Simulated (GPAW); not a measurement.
# Nb2NOS MXene monolayer in an electric field

How does Nb2NOS MXene monolayer screen a perpendicular field?

Program: GPAW 26.7.0. Level of theory: GPAW, PAW setups; layer in a repeated cell with vacuum, relaxation of atoms and in-plane cell, in the first sound run; inputs show where later runs differ. Results are calculated unless marked as measured.

This is a report of a sequence of runs, with most program output left out.

## (1) The structure

The cell holds 5 atoms: 1 S, 2 Nb, 1 N and 1 O. Cell: a = 3.079 Å, b = 3.079 Å, c = 23.409 Å, α = 90.0°, β = 90.0°, γ = 120.0°. Vacuum lies along c.

## (2) Relaxing the atoms

Forces are removed first; all later runs use this geometry.

File run.py:

```python
import json
import numpy as np
from ase import Atoms
from ase.filters import FrechetCellFilter
from ase.optimize import BFGS
from gpaw import GPAW, PW

slab = Atoms(
    ['S', 'Nb', 'N', 'Nb', 'O'],
    positions=[
        [-0.00000, 1.77771, 9.00000],
        [1.53954, 0.88885, 10.79456],
        [0.00000, 0.00000, 12.00948],
        [-0.00000, 1.77771, 13.22440],
        [1.53954, 0.88885, 14.40857]],
    cell=[[3.07908, 0.0, 0.0], [-1.53954, 2.66656, 0.0], [0.0, 0.0, 23.4086]],
    pbc=[True, True, True])

slab.calc = GPAW(mode=PW(600), xc='PBE', kpts={'size': (12, 12, 1), 'gamma': True},
                 occupations={'name': 'fermi-dirac', 'width': 0.05}, nbands='160%',
                 convergence={'density': 1e-05}, maxiter=200,
                 symmetry={'tolerance': 1e-3}, txt='slab.txt')
result = {}
# The in-plane cell is free; stress needs a cell that repeats along all three vectors
path = []
opt = BFGS(FrechetCellFilter(slab, mask=[1, 1, 0, 0, 0, 1]), maxstep=0.2)
opt.attach(lambda: path.append((slab.get_potential_energy(), slab.positions.tolist(), slab.get_forces().tolist())))
result['relaxed'] = bool(opt.run(fmax=0.02, steps=45))
result['path'] = path
result['cell'] = slab.cell.tolist()
print('in-plane lattice', slab.cell.cellpar().round(4)[[0, 1, 5]])
energy = slab.get_potential_energy()
fermi = slab.calc.get_fermi_level()
v = slab.calc.get_electrostatic_potential().mean((0, 1)) - fermi
n = slab.calc.get_pseudo_density().mean((0, 1))
L = slab.cell[2, 2]
z = np.arange(len(v)) * L / len(v)
low, high = slab.positions[:, 2].min(), slab.positions[:, 2].max()
below, above = np.interp([low - 6.8, high + 6.8], z, v)
slopes = [np.interp(x, z, np.gradient(v, z)) for x in (low - 6.8, high + 6.8)]
eps = np.array([[slab.calc.get_eigenvalues(k, s) for k in range(len(slab.calc.get_ibz_k_points()))]
                for s in range(slab.calc.get_number_of_spins())]) - fermi
top, bottom = eps[eps < 0].max(), eps[eps > 0].min()
dipole = slab.get_dipole_moment()[2]
print(f'energy {energy:.4f} eV, Fermi level {fermi:.4f} eV, dipole {dipole:.5f} e A')
print(f'potential 6.8 A off the faces, from the Fermi level: lower {below:.4f} eV, upper {above:.4f} eV')
print(f'slope of the potential there: lower {slopes[0]:.5f}, upper {slopes[1]:.5f} eV/A')
print(f'nearest levels on the mesh: {top:.4f} and {bottom:.4f} eV')
print('magnetic moment', round(slab.get_magnetic_moment(), 3))
result.update(energy=energy, fermi=fermi, dipole=dipole, below=below, above=above, slopes=slopes, edges=[top, bottom],
              z=z.tolist(), v=v.tolist(), n=n.tolist(), positions=slab.positions.tolist(),
              forces=slab.get_forces(apply_constraint=False).tolist(), moments=slab.get_magnetic_moments().tolist())
json.dump(result, open('result.json', 'w'))
```

Run with:

```sh
$ OMP_NUM_THREADS=1 OPENBLAS_NUM_THREADS=1 python run.py
```

Run time: 11 min. Hardware: 1 thread of INTEL XEON PLATINUM 8581C at 2.30GHz (Emerald Rapids), shared host; peak memory 0.48 GiB.

Numbers from this step:

```
dipole along the normal                    : -0.002158 e·Å
levels nearest the Fermi level on the mesh : -0.04369, 0.1059 eV from the Fermi level
```

The electrostatic potential energy of an electron (without an applied field's), less the Fermi level, planar mean oscillates, so the rows of the table below give means over windows of 0.5 Å about each position, cut where the curve ends. Its maxima inside the range that stand out by 2 % of the span (Å: eV): 9.88: -5.48, 11.62: -8.61, 12.40: -10.9, 13.96: -11.4. Its minima: 9.19: -18.9, 10.84: -23.5, 12.05: -14.6, 13.18: -24.1, 14.13: -12.3.

Table of electrostatic potential energy of an electron (without an applied field's), less the Fermi level, planar mean by z; means over each step:

| z (Å) | electrostatic potential energy of an electron (without an applied field's), less the Fermi level, planar mean (eV) |
| --- | --- |
| 0.0 | 5.39 |
| 0.5 | 5.39 |
| 1.0 | 5.39 |
| 1.5 | 5.39 |
| 2.0 | 5.38 |
| 2.5 | 5.38 |
| 3.0 | 5.38 |
| 3.5 | 5.38 |
| 4.0 | 5.38 |
| 4.5 | 5.38 |
| 5.0 | 5.38 |
| 5.5 | 5.38 |
| 6.0 | 5.37 |
| 6.5 | 5.36 |
| 7.0 | 5.31 |
| 7.5 | 5.08 |
| 8.0 | 3.93 |
| 8.5 | -1.34 |
| 9.0 | -14.8 |
| 9.5 | -11.6 |
| 10.0 | -6.99 |
| 10.5 | -17.8 |
| 11.0 | -20.5 |
| 11.5 | -10.4 |
| 12.0 | -12.8 |
| 12.5 | -12.3 |
| 13.0 | -21.3 |
| 13.5 | -18.7 |
| 14.0 | -11.9 |
| 14.5 | -4.63 |
| 15.0 | 3.59 |
| 15.5 | 5.11 |
| 16.0 | 5.35 |
| 16.5 | 5.39 |
| 17.0 | 5.40 |
| 17.5 | 5.40 |
| 18.0 | 5.40 |
| 18.5 | 5.40 |
| 19.0 | 5.40 |
| 19.5 | 5.39 |
| 20.0 | 5.39 |
| 20.5 | 5.39 |
| 21.0 | 5.39 |
| 21.5 | 5.39 |
| 22.0 | 5.39 |
| 22.5 | 5.39 |
| 23.0 | 5.39 |

The pseudo valence density, planar mean by z:

| z (Å) | pseudo valence density, planar mean (e/Å³) |
| --- | --- |
| 6.0 | 1.3e-4 |
| 6.5 | 6.3e-4 |
| 7.0 | 0.00303 |
| 7.5 | 0.0151 |
| 8.0 | 0.0735 |
| 8.5 | 0.276 |
| 9.0 | 0.401 |
| 9.5 | 0.496 |
| 10.0 | 0.461 |
| 10.5 | 0.964 |
| 11.0 | 1.19 |
| 11.5 | 0.614 |
| 12.0 | 0.743 |
| 12.5 | 0.702 |
| 13.0 | 1.23 |
| 13.5 | 1.04 |
| 14.0 | 0.854 |
| 14.5 | 0.628 |
| 15.0 | 0.126 |
| 15.5 | 0.0189 |
| 16.0 | 0.00304 |
| 16.5 | 5.2e-4 |
| 17.0 | 9.4e-5 |

The relaxation lowered the energy of the cell by 0.427 eV (energies extrapolated to zero smearing; the optimiser's log prints free energies). The largest force left on a free atom is 0.017 eV/Å.

## (3) Plane waves, PBE

The work function is the vacuum plateau of the electrostatic potential less the Fermi level; a dipole layer lets the two faces have plateaus of their own.

This step: GPAW, PAW setups; slab in vacuum (GPAW 26.7.0).

The cell differs from the one that the last finished run ended in (c 23.409 → 23.067 Å).

Edit run.py of step 2 so:

```diff
@@ -3,4 +3,2 @@
 from ase import Atoms
-from ase.filters import FrechetCellFilter
-from ase.optimize import BFGS
 from gpaw import GPAW, PW
@@ -10,23 +8,16 @@
     positions=[
-        [-0.00000, 1.77771, 9.00000],
-        [1.53954, 0.88885, 10.79456],
-        [0.00000, 0.00000, 12.00948],
-        [-0.00000, 1.77771, 13.22440],
-        [1.53954, 0.88885, 14.40857]],
-    cell=[[3.07908, 0.0, 0.0], [-1.53954, 2.66656, 0.0], [0.0, 0.0, 23.4086]],
-    pbc=[True, True, True])
+        [-0.00000, 1.83293, 9.00000],
+        [1.58736, 0.91646, 10.64867],
+        [0.00000, -0.00000, 11.89708],
+        [-0.00000, 1.83293, 13.02630],
+        [1.58736, 0.91646, 14.06735]],
+    cell=[[3.17472, -0.0, 0.0], [-1.58736, 2.74939, 0.0], [0.0, 0.0, 23.0674]],
+    pbc=[True, True, False])
 
-slab.calc = GPAW(mode=PW(600), xc='PBE', kpts={'size': (12, 12, 1), 'gamma': True},
+slab.calc = GPAW(mode=PW(500), xc='PBE', kpts={'size': (12, 12, 1), 'gamma': True},
                  occupations={'name': 'fermi-dirac', 'width': 0.05}, nbands='160%',
                  convergence={'density': 1e-05}, maxiter=200,
+                 poissonsolver={'dipolelayer': 'xy'},
                  symmetry={'tolerance': 1e-3}, txt='slab.txt')
 result = {}
-# The in-plane cell is free; stress needs a cell that repeats along all three vectors
-path = []
-opt = BFGS(FrechetCellFilter(slab, mask=[1, 1, 0, 0, 0, 1]), maxstep=0.2)
-opt.attach(lambda: path.append((slab.get_potential_energy(), slab.positions.tolist(), slab.get_forces().tolist())))
-result['relaxed'] = bool(opt.run(fmax=0.02, steps=45))
-result['path'] = path
-result['cell'] = slab.cell.tolist()
-print('in-plane lattice', slab.cell.cellpar().round(4)[[0, 1, 5]])
 energy = slab.get_potential_energy()
```

Run time: 59 s. Hardware: 1 thread; peak memory 0.28 GiB.

Numbers from this step:

| Property | Result |
| --- | --- |
| dipole along the normal | -0.001450 e·Å |
| levels nearest the Fermi level on the mesh | -0.04402, 0.1074 eV from the Fermi level |
| upper work function | 5.401 eV |
| lower work function | 5.377 eV |

The electrostatic potential energy of an electron (without an applied field's), less the Fermi level, planar mean oscillates, so the rows of the table below give means over windows of 1 Å about each position, cut where the curve ends. Its maxima inside the range that stand out by 2 % of the span (Å: eV): 9.7: -5.48, 11.4: -8.66, 12.3: -11.0, 13.7: -11.4. Its minima: 9.0: -18.9, 10.7: -23.5, 11.9: -14.7, 13.1: -24.0, 13.9: -12.2.

The electrostatic potential energy of an electron (without an applied field's), less the Fermi level, planar mean by z; means over each step:

| z (Å) | electrostatic potential energy of an electron (without an applied field's), less the Fermi level, planar mean (eV) |
| --- | --- |
| 0 | 5.38 |
| 1 | 5.38 |
| 2 | 5.38 |
| 3 | 5.38 |
| 4 | 5.38 |
| 5 | 5.37 |
| 6 | 5.37 |
| 7 | 5.24 |
| 8 | 2.23 |
| 9 | -13.1 |
| 10 | -11.0 |
| 11 | -16.6 |
| 12 | -12.1 |
| 13 | -20.1 |
| 14 | -9.57 |
| 15 | 3.92 |
| 16 | 5.36 |
| 17 | 5.40 |
| 18 | 5.40 |
| 19 | 5.40 |
| 20 | 5.40 |
| 21 | 5.40 |
| 22 | 5.40 |

The pseudo valence density, planar mean by z:

| z (Å) | pseudo valence density, planar mean (e/Å³) |
| --- | --- |
| 5.5 | 4.7e-5 |
| 6.0 | 2.2e-4 |
| 6.5 | 0.00102 |
| 7.0 | 0.00511 |
| 7.5 | 0.0246 |
| 8.0 | 0.120 |
| 8.5 | 0.356 |
| 9.0 | 0.404 |
| 9.5 | 0.486 |
| 10.0 | 0.508 |
| 10.5 | 1.23 |
| 11.0 | 0.934 |
| 11.5 | 0.640 |
| 12.0 | 0.748 |
| 12.5 | 0.745 |
| 13.0 | 1.35 |
| 13.5 | 0.854 |
| 14.0 | 0.898 |
| 14.5 | 0.421 |
| 15.0 | 0.0658 |
| 15.5 | 0.0107 |
| 16.0 | 0.00175 |
| 16.5 | 3.1e-4 |
| 17.0 | 5.7e-5 |

The potential is flat to 6.2e-4 eV/Å where it is read, so the vacuum is wide enough.

## (4) Field on

A uniform field along the normal polarises the slab; the atoms stay fixed, so this is the electronic response alone.

Edit run.py of step 3 so:

```diff
@@ -4,2 +4,3 @@
 from gpaw import GPAW, PW
+from gpaw.external import ConstantElectricField
 
@@ -20,2 +21,3 @@
                  poissonsolver={'dipolelayer': 'xy'},
+                 external=ConstantElectricField(-0.2, [0, 0, 1]),
                  symmetry={'tolerance': 1e-3}, txt='slab.txt')
```

It took 2.6 min on 1 thread; peak memory 0.6 GiB.

This step gave:

* dipole along the normal: -0.06438 e·Å
* levels nearest the Fermi level on the mesh: -0.04376, 0.1079 eV from the Fermi level
* potential below the slab, the applied field's own ramp left out: 4.674 eV from the Fermi level
* potential above the slab, the applied field's own ramp left out: 6.010 eV from the Fermi level

The electrostatic potential energy of an electron (without an applied field's), less the Fermi level, planar mean oscillates, so the rows of the table below give means over windows of 1 Å about each position, cut where the curve ends. Its maxima inside the range that stand out by 2 % of the span (Å: eV): 9.7: -5.83, 11.4: -8.68, 12.3: -10.8, 13.7: -10.9. Its minima: 9.0: -19.4, 10.7: -23.7, 11.9: -14.6, 13.0: -23.7, 13.9: -11.7.

The electrostatic potential energy of an electron (without an applied field's), less the Fermi level, planar mean by z; means over each step:

z (Å), electrostatic potential energy of an electron (without an applied field's), less the Fermi level, planar mean (eV) and a bar from the least value:
```
        0        4.9 #############################
        1        4.7 ############################
        2        4.7 ############################
        3        4.7 ############################
        4        4.7 ############################
        5        4.7 ############################
        6        4.7 ############################
        7        4.5 ############################
        8        1.6 #########################
        9      -13.6 #######
       10      -11.3 ##########
       11      -16.8 ####
       12      -12.0 #########
       13      -19.8 
       14       -9.1 ############
       15        4.5 ############################
       16        6.0 ##############################
       17        6.0 ##############################
       18        6.0 ##############################
       19        6.0 ##############################
       20        6.0 ##############################
       21        6.0 ##############################
       22        6.0 ##############################
```

Force by atom:

| atom | x (eV/Å) | y (eV/Å) | z (eV/Å) | size |
| --- | --- | --- | --- | --- |
| S1 | 0.0000 | 0.0000 | 0.0095 | 0.0095 |
| Nb2 | 0.0000 | 0.0001 | -0.0033 | 0.0033 |
| N3 | 0.0000 | 0.0000 | 0.0016 | 0.0016 |
| Nb4 | 0.0000 | 0.0000 | -0.0852 | 0.0852 |
| O5 | 0.0000 | 0.0000 | 0.0597 | 0.0597 |

The dipole is now -0.0644 e Å, against -0.0015 in the run without a field.

## (5) Field on

Edit run.py of step 4 so:

```diff
@@ -21,3 +21,3 @@
                  poissonsolver={'dipolelayer': 'xy'},
-                 external=ConstantElectricField(-0.2, [0, 0, 1]),
+                 external=ConstantElectricField(-0.1, [0, 0, 1]),
                  symmetry={'tolerance': 1e-3}, txt='slab.txt')
```

Run time: 2.5 min. Hardware: 1 thread; peak memory 0.6 GiB.

Numbers from this step:

* dipole along the normal: -0.03277 e·Å
* levels nearest the Fermi level on the mesh: -0.04388, 0.1077 eV from the Fermi level
* potential below the slab, the applied field's own ramp left out: 5.025 eV from the Fermi level
* potential above the slab, the applied field's own ramp left out: 5.705 eV from the Fermi level

The electrostatic potential energy of an electron (without an applied field's), less the Fermi level, planar mean oscillates, so the rows of the table below give means over windows of 1 Å about each position, cut where the curve ends. Its maxima inside the range that stand out by 2 % of the span (Å: eV): 9.7: -5.66, 11.4: -8.67, 12.3: -10.9, 13.7: -11.1. Its minima: 9.0: -19.1, 10.7: -23.6, 11.9: -14.6, 13.0: -23.8, 13.9: -12.0.

Electrostatic potential energy of an electron (without an applied field's), less the Fermi level, planar mean against z; means over each step:

z (Å), electrostatic potential energy of an electron (without an applied field's), less the Fermi level, planar mean (eV) and a bar from the least value:
```
        0        5.2 #############################
        1        5.0 #############################
        2        5.0 #############################
        3        5.0 #############################
        4        5.0 #############################
        5        5.0 #############################
        6        5.0 #############################
        7        4.9 #############################
        8        1.9 ##########################
        9      -13.4 ########
       10      -11.1 ##########
       11      -16.7 ####
       12      -12.0 #########
       13      -19.9 
       14       -9.3 ############
       15        4.2 ############################
       16        5.7 ##############################
       17        5.7 ##############################
       18        5.7 ##############################
       19        5.7 ##############################
       20        5.7 ##############################
       21        5.7 ##############################
       22        5.7 ##############################
```

The dipole is now -0.0328 e Å, against -0.0015 in the run without a field.

## (6) Field on

Edit run.py of step 5 so:

```diff
@@ -21,3 +21,3 @@
                  poissonsolver={'dipolelayer': 'xy'},
-                 external=ConstantElectricField(-0.1, [0, 0, 1]),
+                 external=ConstantElectricField(-0.05, [0, 0, 1]),
                  symmetry={'tolerance': 1e-3}, txt='slab.txt')
```

Elapsed: 2.5 min, on 1 thread; peak memory 0.6 GiB.

The electrostatic potential energy of an electron (without an applied field's), less the Fermi level, planar mean oscillates, so the rows of the table below give means over windows of 1 Å about each position, cut where the curve ends. Its maxima inside the range that stand out by 2 % of the span (Å: eV): 9.7: -5.57, 11.4: -8.67, 12.3: -10.9, 13.7: -11.3. Its minima: 9.0: -19.0, 10.7: -23.6, 11.9: -14.6, 13.0: -23.9, 13.9: -12.1.

Electrostatic potential energy of an electron (without an applied field's), less the Fermi level, planar mean against z; means over each step:

| z (Å) | electrostatic potential energy of an electron (without an applied field's), less the Fermi level, planar mean (eV) |
| --- | --- |
| 0 | 5.27 |
| 1 | 5.20 |
| 2 | 5.20 |
| 3 | 5.20 |
| 4 | 5.20 |
| 5 | 5.20 |
| 6 | 5.19 |
| 7 | 5.07 |
| 8 | 2.07 |
| 9 | -13.2 |
| 10 | -11.0 |
| 11 | -16.7 |
| 12 | -12.1 |
| 13 | -20.0 |
| 14 | -9.45 |
| 15 | 4.07 |
| 16 | 5.51 |
| 17 | 5.55 |
| 18 | 5.55 |
| 19 | 5.55 |
| 20 | 5.55 |
| 21 | 5.55 |
| 22 | 5.55 |

## (7) Field on

Edit run.py of step 6 so:

```diff
@@ -21,3 +21,3 @@
                  poissonsolver={'dipolelayer': 'xy'},
-                 external=ConstantElectricField(-0.05, [0, 0, 1]),
+                 external=ConstantElectricField(0.05, [0, 0, 1]),
                  symmetry={'tolerance': 1e-3}, txt='slab.txt')
```

It took 2.5 min on 1 thread; peak memory 0.6 GiB.

The electrostatic potential energy of an electron (without an applied field's), less the Fermi level, planar mean oscillates, so the rows of the table below give means over windows of 1 Å about each position, cut where the curve ends. Its maxima inside the range that stand out by 2 % of the span (Å: eV): 9.7: -5.39, 11.4: -8.66, 12.3: -11.0, 13.7: -11.5. Its minima: 9.0: -18.8, 10.7: -23.5, 11.9: -14.7, 13.1: -24.1, 13.9: -12.3.

The electrostatic potential energy of an electron (without an applied field's), less the Fermi level, planar mean by z; means over each step:

| z (Å) | electrostatic potential energy of an electron (without an applied field's), less the Fermi level, planar mean (eV) |
| --- | --- |
| 0 | 5.50 |
| 1 | 5.55 |
| 2 | 5.55 |
| 3 | 5.55 |
| 4 | 5.55 |
| 5 | 5.55 |
| 6 | 5.54 |
| 7 | 5.41 |
| 8 | 2.39 |
| 9 | -13.0 |
| 10 | -10.9 |
| 11 | -16.6 |
| 12 | -12.1 |
| 13 | -20.1 |
| 14 | -9.68 |
| 15 | 3.78 |
| 16 | 5.21 |
| 17 | 5.25 |
| 18 | 5.25 |
| 19 | 5.25 |
| 20 | 5.25 |
| 21 | 5.25 |
| 22 | 5.25 |

[end of part 1 of 2]

[Logs are printed without paths, hosts, clocks, repeated set-up lines and the standing remarks that a program may print on its own settings, such as how far it seeks lower states.]

[Hosts, paths, dates, database ids (printed as entryN), source tags and the programs' standing remarks are cut or masked in the printed files.]
